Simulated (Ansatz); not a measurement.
# N on Hf(0001): change of the work function

Aim: the work function of Hf(0001) at several coverages of N (fcc site), and the dipole that each adsorbate carries.

Method: plane-wave DFT, PBE, Ansatz PAW, in Ansatz 0.2.0.

### Step 1. The structure

The cell holds 4 atoms: 4 Hf. Cell: a = 3.200 Å, b = 3.200 Å, c = 25.594 Å, α = 90.0°, β = 90.0°, γ = 60.0°. Vacuum lies along c.

### Step 2. The clean slab

The bare slab comes first, as the zero from which every change is counted. The two lowest layers are held at bulk places and the upper ones relax. The dipole correction removes the false field that a one-sided slab makes across the periodic vacuum, so each face gets a flat vacuum level of its own.

The input, input.yaml:

```yaml
crystal:
  lattice:
    - [3.2, 0.0, 0.0]
    - [1.6, 2.7712812921, 0.0]
    - [0.0, 0.0, 25.5936]
  atoms:
    - { symbol: Hf, position: [0.6666666667, 0.6666666667, 0.3516504126] }
    - { symbol: Hf, position: [0.0, 0.0, 0.4505501375] }
    - { symbol: Hf, position: [0.6666666667, 0.6666666667, 0.5494498625] }
    - { symbol: Hf, position: [0.0, 0.0, 0.6483495874] }
kpoints:
  mp_grid: { grid: [12, 12, 1] }
hamiltonian:
  xc: pbe
scf:
  occupations: { method: fermi_dirac, width: 0.1 }
  convergence: { dr2_threshold: 1.0e-08 }
efield:
  axis: 3
  dipole_correction: true
  ramp_position: 0.97
  ramp_width: 0.06
relax:
  f_tol: 0.02
  max_steps: 60
  constraints: [{ sites: [0, 1] }]
output:
  write_potential: true
  write_density: true
  volumetric_format: npy
```

Command:

```
$ ansatz run input.yaml --threads 4 --pin off --max-ram 16384MiB --backend cpu --events-out ev --progress --plain --runs-dir out
```

The log of the run:

```text
Engine: ansatz 0.2.0, aarch64-unknown-linux-gnu
Pseudopotentials: kind: paw
Pseudopotential: Hf, paw, valence charge 26, recommended cutoff 420 eV (normal), Hf.paw.azcp
Functional definition: PBE
  parameter kappa = 0.804
  parameter beta = 0.066725
  exchange = pbe_x(kappa = kappa, mu = beta*pi^2/3)
  correlation = pbe_c(beta = beta)
Crystal: 4 atoms, lattice volume = 226.967 Å³
Basis set: ecut = 420 eV, 4501 PW (Γ), exchange–correlation on 48×48×360 points (8 copies of the dense FFT grid, shifted against one another)
Bands: 63, of which v1, the nominal top of the filled ones, is band 52 counted from 1 (51 counted from 0)
Symmetry: 6 space group operations
k-points: 19 of 144 (time reversal used)
Non-local potential: Hf, projectors of the file, l = 0: 3, l = 1: 2, l = 2: 2, l = 3: 3
PAW form: soft (Blöchl's): semilocal exchange-correlation on the pseudo side does not see the compensation charge
PAW one-centre angular grid: Hf, 590 points (default); XC on 64 Gauss nodes
Initial density: superposition of atomic densities (neutral atoms: chi_scale 0, normalization atom), corrected by the library's trained network
Initial wavefunctions: pseudopotential atomic-orbital guess
Functional: x = pbe(κ = 0.804, μ = 0.219515), c = pbe(β = 0.066725)
SCF iter   1: F=—  HF=-62883.574226 eV  |F-HF|=—  |Δ(HF+E_count)|=         —  Δρ=6.91e-3  dr2=2.48e0  ethr=1.77e-3  p=0.000 e·Å  D=2.71e-14 V/Å  ΔV_dip=-0.00 eV  dr2_dipole=5.24e-7  V_vac-E_F(+/−)=4.47/4.47 eV  ⟨swp⟩=5.7  Hψ=3956  notcnv=0
efield: sawtooth ramp at fractional position 0.9700 (set: `efield.ramp_position`, or a place that a band, a saddle search or an elastic batch's reference lends), width 0.0600; the density the first Hamiltonian is built on has a dipole p = 0.000 e·Å; the dipole correction subtracts the counter field D = 2.71e-14 V/Å, which shifts the + side's vacuum level by -0.00 eV against the − side's; the planar-averaged density in the ramp window peaks in size at 2.6e-5 e/Å³
preconditioner: auto → LDOS  [metal: Δε(μ)=0.011 eV  Ē_g=17.068 eV  σ=0.100 eV  W_gap=0.03  n_scr=60 (ndim 8)  ℏωp=24.1 eV  f_vac=0.553  D(μ)=6.26/eV (n_scr^D=18)  β→1.0]
SCF iter   2: F=—  HF=-62883.510512 eV  |F-HF|=—  |Δ(HF+E_count)|=   6.37e-2  Δρ=2.12e-3  dr2=5.30e-2  ethr=1.77e-3  p=-0.000 e·Å  D=-3.82e-6 V/Å  ΔV_dip=0.00 eV  dr2_dipole=6.74e-7  V_vac-E_F(+/−)=4.35/4.35 eV  ⟨swp⟩=2.1  Hψ=1531  notcnv=0  defer=7
SCF iter   3: F=—  HF=-62883.507732 eV  |F-HF|=—  |Δ(HF+E_count)|=   2.78e-3  Δρ=1.29e-3  dr2=1.82e-2  ethr=5.10e-5  p=0.000 e·Å  D=2.75e-6 V/Å  ΔV_dip=-0.00 eV  dr2_dipole=1.17e-7  V_vac-E_F(+/−)=4.38/4.38 eV  ⟨swp⟩=2.0  Hψ=2304  notcnv=0  defer=7
SCF iter   4: F=—  HF=-62883.506374 eV  |F-HF|=—  |Δ(HF+E_count)|=   1.36e-3  Δρ=3.13e-4  dr2=1.35e-3  ethr=1.75e-5  p=0.000 e·Å  D=1.63e-6 V/Å  ΔV_dip=-0.00 eV  dr2_dipole=2.59e-8  V_vac-E_F(+/−)=4.37/4.37 eV  ⟨swp⟩=1.8  Hψ=1505  notcnv=0  defer=7
SCF iter   5: F=—  HF=-62883.506585 eV  |F-HF|=—  |Δ(HF+E_count)|=   2.11e-4  Δρ=1.18e-4  dr2=3.29e-5  ethr=1.30e-6  p=0.000 e·Å  D=8.47e-7 V/Å  ΔV_dip=-0.00 eV  dr2_dipole=1.09e-8  V_vac-E_F(+/−)=4.36/4.36 eV  ⟨swp⟩=1.8  Hψ=1734  notcnv=0  defer=7
SCF iter   6: F=—  HF=-62883.506637 eV  |F-HF|=—  |Δ(HF+E_count)|=   5.19e-5  Δρ=4.63e-5  dr2=7.25e-6  ethr=3.16e-8  p=0.000 e·Å  D=5.79e-7 V/Å  ΔV_dip=-0.00 eV  dr2_dipole=1.52e-8  V_vac-E_F(+/−)=4.36/4.36 eV  ⟨swp⟩=2.2  Hψ=2138  notcnv=0  defer=7
SCF iter   7: F=—  HF=-62883.506507 eV  |F-HF|=—  |Δ(HF+E_count)|=   1.30e-4  Δρ=1.59e-5  dr2=7.02e-7  ethr=6.97e-9  p=0.000 e·Å  D=3.08e-7 V/Å  ΔV_dip=-0.00 eV  dr2_dipole=4.33e-9  V_vac-E_F(+/−)=4.36/4.36 eV  ⟨swp⟩=2.1  Hψ=2094  notcnv=0  defer=7
SCF iter   8: F=—  HF=-62883.506508 eV  |F-HF|=—  |Δ(HF+E_count)|=   1.20e-6  Δρ=6.71e-6  dr2=1.23e-7  ethr=6.75e-10  p=0.000 e·Å  D=2.18e-7 V/Å  ΔV_dip=-0.00 eV  dr2_dipole=8.53e-10  V_vac-E_F(+/−)=4.36/4.36 eV  ⟨swp⟩=2.1  Hψ=2101  notcnv=0  defer=7
SCF iter   9: F=—  HF=-62883.506508 eV  |F-HF|=—  |Δ(HF+E_count)|=   2.68e-7  Δρ=2.35e-6  dr2=1.92e-8  ethr=1.18e-10  p=0.000 e·Å  D=1.16e-7 V/Å  ΔV_dip=-0.00 eV  dr2_dipole=6.93e-14  V_vac-E_F(+/−)=4.36/4.36 eV  ⟨swp⟩=2.1  Hψ=2128  notcnv=0  defer=7
SCF iter  10: F=-62883.506508 eV  HF=-62883.506508 eV  |F-HF|=1.14e-8  |Δ(HF+E_count)|=   5.79e-8  Δρ=9.35e-7  dr2=3.60e-9  ethr=9.62e-12  p=0.000 e·Å  D=6.53e-8 V/Å  ΔV_dip=-0.00 eV  dr2_dipole=3.71e-14  V_vac-E_F(+/−)=4.36/4.36 eV  ⟨swp⟩=9.3  Hψ=8899  notcnv=0
SCF 1 converged in 10 iterations: F = -62883.506508 eV  dr2 = 3.60e-9
  greatest PAW one-centre occupation: 0.999 electrons in one spin orbital (limit 2), on the Hf atom at site 0 (counted from 0), in its partial waves of l = 0
relax step   1: F+E_penalty+E_count = -62883.50650814 eV  Δ(F+E_penalty+E_count) = +0.000e0 eV  max|allowed force component| = 8.192e-1 eV/Å  Δτ_max = 0.0000 Å  (10 SCF iters, accepted)
Initial density: handed on by an earlier stage of this run
Initial wavefunctions: those handed on with the density
SCF iter   1: F=—  HF=-62883.670937 eV  |F-HF|=—  |Δ(HF+E_count)|=         —  Δρ=9.48e-3  dr2=3.84e0  ethr=3.10e-3  p=0.000 e·Å  D=6.60e-8 V/Å  ΔV_dip=-0.00 eV  dr2_dipole=9.17e-1  V_vac-E_F(+/−)=4.38/4.38 eV  ⟨swp⟩=4.2  Hψ=2490  notcnv=0  defer=4
efield: sawtooth ramp at fractional position 0.9700 (set: `efield.ramp_position`, or a place that a band, a saddle search or an elastic batch's reference lends), width 0.0600; the density the first Hamiltonian is built on has a dipole p = 0.000 e·Å; the dipole correction subtracts the counter field D = 6.60e-8 V/Å, which shifts the + side's vacuum level by -0.00 eV against the − side's; the planar-averaged density in the ramp window peaks in size at 1.4e-7 e/Å³
preconditioner: auto → LDOS  [metal: Δε(μ)=0.008 eV  Ē_g=17.092 eV  σ=0.100 eV  W_gap=0.02  n_scr=60 (ndim 8)  ℏωp=24.1 eV  f_vac=0.557  D(μ)=5.33/eV (n_scr^D=16)  β→1.0]
SCF iter   2: F=—  HF=-62883.538296 eV  |F-HF|=—  |Δ(HF+E_count)|=   1.33e-1  Δρ=5.98e-3  dr2=4.50e-1  ethr=3.10e-3  p=0.009 e·Å  D=7.20e-3 V/Å  ΔV_dip=-0.18 eV  dr2_dipole=3.63e-2  V_vac-E_F(+/−)=4.18/4.36 eV  ⟨swp⟩=2.5  Hψ=1712  notcnv=0  defer=10
SCF iter   3: F=—  HF=-62883.508561 eV  |F-HF|=—  |Δ(HF+E_count)|=   2.97e-2  Δρ=2.78e-3  dr2=4.73e-2  ethr=4.33e-4  p=0.006 e·Å  D=4.46e-3 V/Å  ΔV_dip=-0.11 eV  dr2_dipole=3.42e-5  V_vac-E_F(+/−)=4.27/4.38 eV  ⟨swp⟩=3.0  Hψ=2355  notcnv=0  defer=10
[...]
SCF iter   7: F=—  HF=-62883.565817 eV  |F-HF|=—  |Δ(HF+E_count)|=   2.18e-6  Δρ=1.74e-5  dr2=7.22e-7  ethr=1.52e-8  p=0.002 e·Å  D=1.44e-3 V/Å  ΔV_dip=-0.04 eV  dr2_dipole=8.37e-8  V_vac-E_F(+/−)=4.34/4.38 eV  ⟨swp⟩=2.1  Hψ=2209  notcnv=0  defer=8
SCF iter   8: F=—  HF=-62883.565680 eV  |F-HF|=—  |Δ(HF+E_count)|=   1.37e-4  Δρ=6.75e-6  dr2=4.18e-7  ethr=6.94e-10  p=0.002 e·Å  D=1.36e-3 V/Å  ΔV_dip=-0.03 eV  dr2_dipole=1.31e-7  V_vac-E_F(+/−)=4.34/4.38 eV  ⟨swp⟩=2.2  Hψ=2159  notcnv=0  defer=8
SCF iter   9: F=—  HF=-62883.565680 eV  |F-HF|=—  |Δ(HF+E_count)|=   1.20e-7  Δρ=2.37e-6  dr2=6.97e-8  ethr=4.02e-10  p=0.002 e·Å  D=1.34e-3 V/Å  ΔV_dip=-0.03 eV  dr2_dipole=2.16e-8  V_vac-E_F(+/−)=4.34/4.38 eV  ⟨swp⟩=2.3  Hψ=1598  notcnv=0  defer=8
SCF iter  10: F=—  HF=-62883.565680 eV  |F-HF|=—  |Δ(HF+E_count)|=   2.58e-8  Δρ=9.36e-7  dr2=2.09e-8  ethr=6.70e-11  p=0.002 e·Å  D=1.33e-3 V/Å  ΔV_dip=-0.03 eV  dr2_dipole=7.64e-9  V_vac-E_F(+/−)=4.34/4.38 eV  ⟨swp⟩=2.1  Hψ=1661  notcnv=0  defer=8
SCF iter  11: F=-62883.565680 eV  HF=-62883.565680 eV  |F-HF|=6.62e-10  |Δ(HF+E_count)|=   3.39e-9  Δρ=3.51e-7  dr2=1.45e-9  ethr=9.62e-12  p=0.002 e·Å  D=1.32e-3 V/Å  ΔV_dip=-0.03 eV  dr2_dipole=2.40e-10  V_vac-E_F(+/−)=4.34/4.38 eV  ⟨swp⟩=9.8  Hψ=9095  notcnv=0
SCF 3 converged in 11 iterations: F = -62883.565680 eV  dr2 = 1.45e-9
relax step   3: F+E_penalty+E_count = -62883.56567999 eV  Δ(F+E_penalty+E_count) = -5.917e-2 eV  max|allowed force component| = 1.717e-1 eV/Å  Δτ_max = 0.0893 Å  (11 SCF iters, accepted)
[...]
relax step   4: F+E_penalty+E_count = -62883.56763627 eV  Δ(F+E_penalty+E_count) = -1.956e-3 eV  max|allowed force component| = 4.706e-2 eV/Å  Δτ_max = 0.0184 Å  (8 SCF iters, accepted)
SCF iter   1: F=—  HF=-62883.568121 eV  |F-HF|=—  |Δ(HF+E_count)|=         —  Δρ=3.45e-4  dr2=2.61e-3  ethr=5.67e-5  p=0.003 e·Å  D=2.04e-3 V/Å  ΔV_dip=-0.05 eV  dr2_dipole=3.65e-5  V_vac-E_F(+/−)=4.33/4.38 eV  ⟨swp⟩=2.0  Hψ=1658  notcnv=0  defer=9
efield: sawtooth ramp at fractional position 0.9700 (set: `efield.ramp_position`, or a place that a band, a saddle search or an elastic batch's reference lends), width 0.0600; the density the first Hamiltonian is built on has a dipole p = 0.003 e·Å; the dipole correction subtracts the counter field D = 2.04e-3 V/Å, which shifts the + side's vacuum level by -0.05 eV against the − side's; the planar-averaged density in the ramp window peaks in size at 1.6e-7 e/Å³
preconditioner: auto → LDOS  [metal: Δε(μ)=0.009 eV  Ē_g=17.042 eV  σ=0.100 eV  W_gap=0.02  n_scr=60 (ndim 8)  ℏωp=24.1 eV  f_vac=0.554  D(μ)=6.18/eV (n_scr^D=18)  β→1.0]
SCF iter   2: F=—  HF=-62883.567979 eV  |F-HF|=—  |Δ(HF+E_count)|=   1.42e-4  Δρ=1.79e-4  dr2=3.66e-4  ethr=2.51e-6  p=0.002 e·Å  D=1.74e-3 V/Å  ΔV_dip=-0.04 eV  dr2_dipole=1.22e-5  V_vac-E_F(+/−)=4.34/4.38 eV  ⟨swp⟩=2.0  Hψ=1515  notcnv=0  defer=9
SCF iter   3: F=—  HF=-62883.567967 eV  |F-HF|=—  |Δ(HF+E_count)|=   1.25e-5  Δρ=8.58e-5  dr2=3.95e-5  ethr=3.52e-7  p=0.002 e·Å  D=1.86e-3 V/Å  ΔV_dip=-0.05 eV  dr2_dipole=3.65e-8  V_vac-E_F(+/−)=4.33/4.38 eV  ⟨swp⟩=2.0  Hψ=2093  notcnv=0  defer=9
SCF iter   4: F=—  HF=-62883.567971 eV  |F-HF|=—  |Δ(HF+E_count)|=   4.31e-6  Δρ=2.41e-5  dr2=7.73e-6  ethr=3.79e-8  p=0.002 e·Å  D=1.84e-3 V/Å  ΔV_dip=-0.05 eV  dr2_dipole=2.66e-6  V_vac-E_F(+/−)=4.33/4.38 eV  ⟨swp⟩=2.0  Hψ=2095  notcnv=0  defer=9
SCF iter   5: F=—  HF=-62883.567835 eV  |F-HF|=—  |Δ(HF+E_count)|=   1.36e-4  Δρ=9.27e-6  dr2=2.80e-7  ethr=7.43e-9  p=0.002 e·Å  D=1.84e-3 V/Å  ΔV_dip=-0.05 eV  dr2_dipole=1.37e-9  V_vac-E_F(+/−)=4.33/4.38 eV  ⟨swp⟩=2.0  Hψ=1657  notcnv=0  defer=9
SCF iter   6: F=—  HF=-62883.567835 eV  |F-HF|=—  |Δ(HF+E_count)|=   7.87e-8  Δρ=3.23e-6  dr2=5.28e-8  ethr=2.69e-10  p=0.002 e·Å  D=1.85e-3 V/Å  ΔV_dip=-0.05 eV  dr2_dipole=4.35e-9  V_vac-E_F(+/−)=4.33/4.38 eV  ⟨swp⟩=2.0  Hψ=2116  notcnv=0  defer=9
SCF iter   7: F=—  HF=-62883.567835 eV  |F-HF|=—  |Δ(HF+E_count)|=   3.57e-8  Δρ=1.30e-6  dr2=1.03e-8  ethr=9.62e-12  p=0.002 e·Å  D=1.86e-3 V/Å  ΔV_dip=-0.05 eV  dr2_dipole=3.94e-10  V_vac-E_F(+/−)=4.33/4.38 eV  ⟨swp⟩=10.3  Hψ=9635  notcnv=0
SCF iter   8: F=-62883.567835 eV  HF=-62883.567835 eV  |F-HF|=5.09e-11  |Δ(HF+E_count)|=   6.89e-9  Δρ=5.25e-7  dr2=1.69e-9  ethr=9.62e-12  p=0.002 e·Å  D=1.86e-3 V/Å  ΔV_dip=-0.05 eV  dr2_dipole=5.32e-10  V_vac-E_F(+/−)=4.33/4.38 eV  ⟨swp⟩=9.7  Hψ=8498  notcnv=0
SCF 5 converged in 8 iterations: F = -62883.567835 eV  dr2 = 1.69e-9
relax step   5: F+E_penalty+E_count = -62883.56783470 eV  Δ(F+E_penalty+E_count) = -1.984e-4 eV  max|allowed force component| = 1.704e-3 eV/Å  Δτ_max = 0.0094 Å  (8 SCF iters, accepted)
NSCF: frozen V_eff on 19 k-points
the band table was solved once a step of the walk had ended and its energy, with any forces and stress, was formed, with the checks that follow a solve (5245 applications of the Hamiltonian). They found nothing against the state; the energy, forces and stress were not computed again (output.eigenvalues in the input reference)
WARN: The output density's exchange-correlation potential varies sharply where the density is thin. Do not read a vacuum level from v_tot or v_xc, or from such a field of the output density. On a cell that repeats whose density bears no net charge and no dipole along the vacuum's axis use v_es (v_loc + v_h of the components); under efield.dipole_correction with no amplitude use v_es + v_field, which holds any externa [...]
SCF converged after 8 iterations
Free energy (F): -62883.567835 eV
Harris-Foulkes:  -62883.567835 eV  (|F-HF|=5.09e-11)
Internal energy: -62883.372085 eV  (E = F + TS)
E sigma→0 (E₀):  -62883.469960 eV
Entropy (-TS):   -0.195750 eV (-48.937 meV/atom)
Fermi energy:    5.322127 eV
Dipole field:    D = 0.001891 V/Å  (p = 0.002372 e·Å, saw-weighted, corrected)
Work function:   Φ+ = 4.3323 eV   Φ− = 4.3807 eV
Levels:          The Fermi level and band energies are counted from a zero that moves with the ramp; work functions are not
--- Per-component energies (eV) ---
  E_band       = -1375.554868
  E_kinetic    = 1692.852933
  E_local      = -198039.683772  (includes V_loc(G=0)·N_el)
  E_nonlocal   = -4977.793772
  E_hartree    = 97660.541322
  E_xc         = -1197.750381
  E_vxc        = -1061.044369  (∫ρ·V_xc dr)
  E_paw        = -27710.418735  (= ΣΔE_a)
  E_vpaw       = 5689.037659  (= ΣTr[D̂ρ^β])
  E_aug_tail   = -0.000005  (compensation charges beyond the density's cutoff)
  E_efield     = 0.000002  (sawtooth field / dipole correction)
  E_vefield    = -0.003193  (∫n·V_field dr)
  E_ewald      = 69688.880323
  E_smearing   = -0.195750  (= −TS)
  E_closure    = -0.000000  (closes the sum)
  Σ components = -62883.567835   (vs F -62883.567835, Δ=0.00e0)
--- Forces (eV/Å), atoms counted from 1 ---
  atom   1  Hf    -0.00000000     0.00000000     0.66028476
  atom   2  Hf     0.00000000    -0.00000000    -0.65727949
  atom   3  Hf    -0.00000000     0.00000000    -0.00130238
  atom   4  Hf     0.00000000    -0.00000000    -0.00170409
  max |Σ_I F_I| component: 1.19e-6 eV/Å
--- Band table (eV; the first three rows and the last of 19) ---
  k-point 0: bands = [... 48 lower, 5.0697, 5.3423, 5.7534, 6.0479, 6.3967, 6.3967, 6.4979, 6.4979, ... 7 higher]
  k-point 1: bands = [... 48 lower, 4.9871, 5.2870, 5.5948, 5.9285, 6.2135, 6.2357, 6.5548, 6.5574, ... 7 higher]
  k-point 2: bands = [... 48 lower, 4.6880, 4.9972, 5.1933, 5.5914, 5.7265, 5.9912, 6.3752, 6.6642, ... 7 higher]
  k-point 18: bands = [... 48 lower, 4.0352, 4.2042, 4.2896, 5.2805, 5.3081, 5.4817, 5.5196, 5.7372, ... 7 higher]
--- Relaxed structure (5 steps of the walk, 4 accepted, 0 SCFs on fresh bases) ---
  F+E_penalty+E_count = -62883.56783470 eV   max|allowed force component| = 1.704e-3 eV/Å
  atoms:
    - { symbol: Hf, position: [0.666667, 0.666667, 0.3516504126] }
    - { symbol: Hf, position: [0.0, 0.0, 0.4505501375] }
    - { symbol: Hf, position: [0.666667, 0.666667, 0.553686] }
    - { symbol: Hf, position: [0, 0, 0.646654] }
```

It took 35 s on 4 threads of Arm Neoverse V1, shared host; peak memory 0.7 GiB; 2.2 min of CPU time.

Reading the cycles: dr2 is the Hartree energy of the density residual (eV), the measure of convergence; HF is the Harris–Foulkes estimate of the energy, which meets the free energy F at convergence.

Step by step:

```
step  energy less that of the first step (eV)  largest force component (eV/Å)
   1                                   0.0000                          0.8192
   2                                   0.0064                          1.1135
   3                                  -0.0592                          0.1717
   4                                  -0.0611                          0.0471
   5                                  -0.0613                          0.0017
```

Relaxation step 2 was tried and not accepted.

The run keeps the 6 symmetry operations that the program found, so distortions that break them were not tested.

The atoms that moved most (Å):

| atom | dx | dy | dz | length |
| --- | --- | --- | --- | --- |
| Hf3 | 0.000 | 0.000 | 0.108 | 0.108 |
| Hf4 | 0.000 | 0.000 | -0.043 | 0.043 |

This step gave:

* energy at zero smearing: -62883.4700 eV
* work function, upper face: 4.332 eV
* work function, lower face: 4.381 eV
* dipole along the normal: 0.002372 e·Å
* step between the vacuum levels: -0.04841 eV

Running mean over 2.5312 Å of the planar mean; the ramp of the sawtooth is left out. Table of electron's electrostatic potential energy less the Fermi level by z:

z (Å), electron's electrostatic potential energy less the Fermi level (eV) and a bar from the least value:
```
        3       4.38 ##############################
        4       4.38 ##############################
        5       4.35 ##############################
        6       4.13 #############################
        7       2.31 #########################
        8      -4.04 ##########
        9      -7.41 ##
       10      -7.30 ##
       11      -7.26 ##
       12      -7.07 ##
       13      -6.68 ###
       14      -7.23 ##
       15      -8.07 
       16      -7.96 
       17      -6.75 ###
       18      -0.94 #################
       19       3.51 ############################
       20       4.24 ##############################
       21       4.32 ##############################
       22       4.33 ##############################
```

The relaxation took 5 steps and lowered the energy by 0.061 eV; the largest force on the free atoms ends at 0.0017 eV/Å.

The work function of the upper face is 4.33 eV.

(Part 1 of 4 ends here.)

[Long decimals in the printed logs are rounded to 6 places.]

[Logs are printed without paths, hosts, clocks, repeated set-up lines and the standing remarks that a program may print on its own settings, such as how far it seeks lower states.]

[Hosts, paths, dates, database ids (printed as entryN), source tags and the programs' standing remarks are cut or masked in the printed files.]

[Maps of the electrostatic potential energy from Ansatz leave out the sawtooth potential of an applied field or a dipole correction, so their vacuum need not be flat; planar profiles and work functions include it.]
